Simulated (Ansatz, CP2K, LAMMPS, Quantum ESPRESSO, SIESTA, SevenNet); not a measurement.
# Amorphous 25TiO2-75Al2O3 (mol %) (108 atoms): relaxed, then solved by several programs

Aim: relax amorphous 25TiO2-75Al2O3 (mol %) (108 atoms), then compare forces, pressure and levels from several programs at that geometry.

All numbers are calculated, not measured.

### Step 1. Set-up

The cell holds 108 atoms (6 Ti, 36 Al and 66 O), with edges of 10.70, 10.70 and 10.70 Å. Recipe: 108 atoms (6 Ti, 36 Al, 66 O) placed at random at 3.14 g/cm³, melted at 5000 K for 10 ps at fixed volume with the Morse and Coulomb pair potential with partial charges (Pedone, Malavasi, Menziani, Cormack and Segre, J. Phys. Chem. B 110, 11780 (2006)). Quenched from 5000 K to 300 K at 50 K/ps and fixed volume, held 5 ps, then minimised at fixed cell. Then the atoms were relaxed with SevenNet l3i5 in the fixed cell. Then the atoms were relaxed with CP2K double zeta, PBE.

### Step 2. The relaxation

CP2K double zeta (DZVP-MOLOPT-SR, GTH-PBE potentials, 640 Ry; k-points Γ) took 15 geometry steps and reached its thresholds. It started from the geometry that SevenNet l3i5 had relaxed.

The job ended after 19 min (4 MPI ranks of Arm Neoverse V1, shared host; peak memory 3.8 GiB).

```csv
,before,after
energy (meV/atom),0,-0.8
Al-O bonds under 2.43 Å,163 at 1.846 Å,163 at 1.845 Å
Ti-O bonds under 2.64 Å,33 at 1.975 Å,33 at 1.974 Å
```

Atoms moved by 0.03 Å r.m.s. and 0.13 Å at most, with the common shift taken off.

### Step 3. Structure of the relaxed cell

Density 3.14 g/cm³, 11.33 Å³ an atom.

g(r), total and by pair (bins of 0.2 Å):

```
r (Å)  total   O-O  O-Al  O-Ti  Al-Al  Al-Ti  Ti-Ti
 1.60   0.03  0.00  0.07  0.00   0.00   0.00   0.00
 1.80   3.66  0.00  8.30  4.11   0.00   0.00   0.00
 2.00   0.83  0.00  1.21  5.02   0.00   0.00   0.00
 2.20   0.21  0.00  0.27  1.48   0.00   0.00   0.00
 2.40   0.21  0.52  0.04  0.00   0.00   0.00   0.00
 2.60   0.89  2.09  0.15  0.00   0.43   0.00   0.00
 2.80   1.32  2.76  0.24  0.15   1.41   0.82   0.00
 3.00   1.35  2.22  0.43  0.13   2.47   1.51   2.96
 3.20   1.06  1.11  0.68  0.00   2.71   1.75   0.00
 3.40   0.95  0.66  0.83  0.32   2.17   2.33   4.75
 3.60   0.84  0.47  1.19  0.75   0.58   1.73   2.12
 3.80   0.99  0.64  1.39  1.71   0.46   0.48   0.00
 4.00   0.96  0.70  1.21  1.61   0.66   0.69   0.00
 4.20   1.16  0.66  1.76  1.67   0.60   0.51   0.00
 4.40   0.98  0.64  1.46  1.20   0.39   0.58   0.00
 4.60   1.10  0.91  1.21  2.09   0.89   0.74   0.00
 4.80   1.00  1.16  0.91  0.70   0.92   1.27   0.00
 5.00   1.02  1.44  0.59  0.73   1.26   1.08   2.21
 5.20   1.00  1.39  0.65  0.50   1.14   1.42   1.96
```

Bonds by pair of elements; cutoffs follow the first minimum of g(r), held within bounds set by covalent radii, and pairs that aren't listed don't count as bonded:

```csv
pair A-B,cutoff (Å),bonds,mean length (Å),spread (Å),shortest (Å),B about A,A about B
O-Al,2.43,163,1.84,0.104,1.69,2.47,4.53
O-Ti,2.64,33,1.97,0.153,1.72,0.5,5.5
```

How many atoms have how many bonded neighbours:

| element | mean | 2 | 3 | 4 | 5 | 6 |
| --- | --- | --- | --- | --- | --- | --- |
| Al | 4.53 | 0 | 0 | 18 | 17 | 1 |
| O | 2.97 | 7 | 54 | 5 | 0 | 0 |
| Ti | 5.5 | 0 | 0 | 0 | 3 | 3 |

Bond angles, per cent of each kind in bins of 5°:

| angle (°) | O-Al-O | Al-O-Al | O-Ti-O | Al-O-Ti |
| --- | --- | --- | --- | --- |
| 70–75 | 0.3 | 0.0 | 9.3 | 0.0 |
| 75–80 | 5.5 | 0.0 | 6.7 | 0.0 |
| 80–85 | 9.2 | 0.7 | 9.3 | 0.0 |
| 85–90 | 8.2 | 3.5 | 10.7 | 0.0 |
| 90–95 | 8.5 | 7.8 | 10.7 | 9.4 |
| 95–100 | 10.6 | 5.7 | 8.0 | 11.3 |
| 100–105 | 8.2 | 7.8 | 12.0 | 17.0 |
| 105–110 | 12.3 | 9.9 | 1.3 | 3.8 |
| 110–115 | 11.3 | 7.1 | 9.3 | 3.8 |
| 115–120 | 5.1 | 9.9 | 1.3 | 5.7 |
| 120–125 | 4.1 | 14.9 | 2.7 | 5.7 |
| 125–130 | 3.4 | 9.9 | 0.0 | 13.2 |
| 130–135 | 2.7 | 8.5 | 1.3 | 7.5 |
| 135–140 | 1.0 | 7.1 | 1.3 | 1.9 |
| 140–145 | 1.7 | 5.0 | 0.0 | 9.4 |
| 145–150 | 1.0 | 0.7 | 2.7 | 3.8 |
| 150–155 | 0.7 | 0.7 | 2.7 | 1.9 |
| 155–160 | 0.7 | 0.0 | 5.3 | 1.9 |
| 160–165 | 2.1 | 0.0 | 4.0 | 0.0 |
| 165–170 | 1.0 | 0.7 | 0.0 | 1.9 |
| 170–175 | 1.0 | 0.0 | 1.3 | 1.9 |
| 175–180 | 1.4 | 0.0 | 0.0 | 0.0 |

Bond angles (no mean is given where the spread exceeds 20°):

| angle | count | mean (°) | spread (°) |
| --- | --- | --- | --- |
| O-Al-O | 293 | - | - |
| Al-O-Al | 141 | 117 | 16.2 |
| O-Ti-O | 75 | - | - |
| Al-O-Ti | 53 | - | - |
| Ti-O-Ti | 5 | 117 | 16.8 |

Oxygen atoms by the number of network formers (Si, P, Ge, B, Al, As, Ga) bound to them:

```
network formers bound to O  O atoms  per cent
                         0        0         0
                         1       10      15.2
                         2       18      27.3
                         3       35        53
                         4        3       4.5
```

Network units: each former by its oxygen neighbours and how many of them bridge to another former:

```
former  O neighbours  bridging O  atoms
    Al             4           3      4
    Al             4           4     14
    Al             5           4      6
    Al             5           5     11
    Al             6           6      1
```

Bond length by coordination (bonds to H left out):

```csv
element,coordination,atoms,mean bond length (Å)
Al,4,18,1.79
Al,5,17,1.88
Al,6,1,1.99
O,2,7,1.75
O,3,54,1.86
O,4,5,1.99
Ti,5,3,1.93
Ti,6,3,2.01
```

Rings of the network by King's shortest-path rule, up to 12 atoms, one path for each pair of neighbours; H, halogens, alkali and alkaline-earth atoms are left out, and the last column divides by all other atoms, bonded or not:

```
ring size (atoms)  rings  per network atom
                4     29             0.269
                6     56             0.519
                8    114              1.06
               10     31             0.287
               12      1             0.009
```

First main peaks of g(r), for some of the pairs, lie near 2.8 Å (O-O), 1.8 Å (O-Al), 1.9 Å (O-Ti), 3.2 Å (Al-Al) and 3.3 Å (Al-Ti). By these cutoffs 50 % of Al atoms have 4, 82 % of O atoms have 3 and 50 % of Ti atoms have 5 and as many 6 bonded neighbours. Counting bonds to Al alone, not to Ti, 27 % of the oxygens join two of these atoms and 15 % one; 53 % join three; 4 % join four. The commonest Al unit has 4 oxygens, 4 of them shared with other formers (14 of 36 atoms). Rings of 8 atoms are the most common (49 % of those counted); sizes run from 4 to 12, where the search stops.

### Step 4. The plane-wave reference

Quantum ESPRESSO 7.5: Kohn-Sham DFT, PBE, SSSP efficiency 1.3.0 pseudopotentials, plane waves. Its input for the relaxed cell:

```
&control
  calculation = 'scf'
  pseudo_dir = './pseudo'
  outdir = './tmp'
  disk_io = 'none'
  tprnfor = .true.
  tstress = .true.
/
&system
  ibrav = 0
  nat = 108
  ntyp = 3
  ecutwfc = 60
  ecutrho = 480
  nosym = .true.
  occupations = 'smearing'
  smearing = 'fd'
  degauss = 0.003675
/
&electrons
  conv_thr = 5.4e-07
  electron_maxstep = 100
  mixing_beta = 0.4
  mixing_mode = 'plain'
  diagonalization = 'david'
/
ATOMIC_SPECIES
Ti 47.867 Ti.upf
Al 26.982 Al.upf
O 15.999 O.upf
CELL_PARAMETERS angstrom
10.69510 0.00000 0.00000
0.00000 10.69510 0.00000
0.00000 0.00000 10.69510
ATOMIC_POSITIONS crystal
Ti 0.04874 0.48923 0.42196
Ti 0.79523 0.99237 0.50534
Ti 0.55697 0.86510 0.03381
[... 103 atom lines left out ...]
O 0.94707 0.76937 0.17123
O 0.19416 0.92760 0.01128
K_POINTS gamma
```

It took 5.8 min on 4 MPI ranks of Arm Neoverse V1, shared host; peak memory 4.5 GiB.

### Step 5. Side by side

CPU times are from a shared host and are rough.

```
          level                    basis or training data  k-points  own r.m.s. force (meV/Å)  difference from the reference (meV/Å)  pressure (GPa)  Kohn-Sham gap (eV)  CPU time  memory (GiB)
        QE, PBE   plane waves, SSSP efficiency, 60/480 Ry         Γ                        47                                      -            1.32                2.60    23 min           4.5
SIESTA DZP, PBE  DZP orbitals, shift 0.01 Ry, mesh 400 Ry         Γ                       123                                    105            3.66                2.41    15 min           3.3
  SevenNet l3i5        trained on PBE(+U) plane-wave data         -                        63                                     66            1.28                   -      13 s           2.0
```

The gap is the spacing of the highest filled and lowest empty Kohn-Sham level on the mesh; a dash marks partly filled levels, a spacing under 0.15 eV or a method without such levels.

### Step 6. Outcome

Relaxation in the fixed cell lowers the energy by 1 meV/atom at its own level and moves atoms by up to 0.13 Å. The reference finds an r.m.s. force of 47 meV/Å there and a pressure of 1.32 GPa, at a geometry that CP2K double zeta made. Forces differ from the reference's by 66 meV/Å (SevenNet l3i5) and 105 meV/Å (SIESTA DZP, PBE).

CP2K double zeta is at its own minimum here, so the reference's force is itself a measure of how the two differ. Pressures lie -0.0 GPa (SevenNet l3i5) and +2.3 GPa (SIESTA DZP, PBE) from the reference's. The highest filled and lowest empty levels lie 2.60 eV apart in the reference, against 2.41 eV in SIESTA DZP, PBE. By these cutoffs 50 % of Al atoms have 4, 82 % of O atoms have 3 and 50 % of Ti atoms have 5 and as many 6 bonded neighbours. Rings of 8 atoms are the most common (49 % of those counted); sizes run from 4 to 12, where the search stops.

**Limits.** The density was set by the recipe and held. One sample of a disordered cell; defect or tail levels can set the gap. Gaps are read on the mesh, which holds the band edges only if they fold onto it, and semilocal functionals tend to put them under measured ones. The quench rate of 50 K/ps is many orders above laboratory rates, so the cell is likely richer in defects and strain than a real sample. The reference samples only Γ, in a cell whose shortest periodic width is 11 Å. The plane-wave runs aren't exact: their cutoffs and mesh weren't converged further here. SIESTA's automatically made basis is far from complete, and its potentials were converted by us (checked for H, C, O, Si, Ge and Ca alone). Where levels are smeared, the DFT runs use Fermi–Dirac occupations at 580 K (0.05 eV), and energies are free energies.

[Logs are printed without paths, hosts, clocks, repeated set-up lines and the standing remarks that a program may print on its own settings, such as how far it seeks lower states.]

[Hosts, paths, dates, database ids (printed as entryN), source tags and the programs' standing remarks are cut or masked in the printed files.]
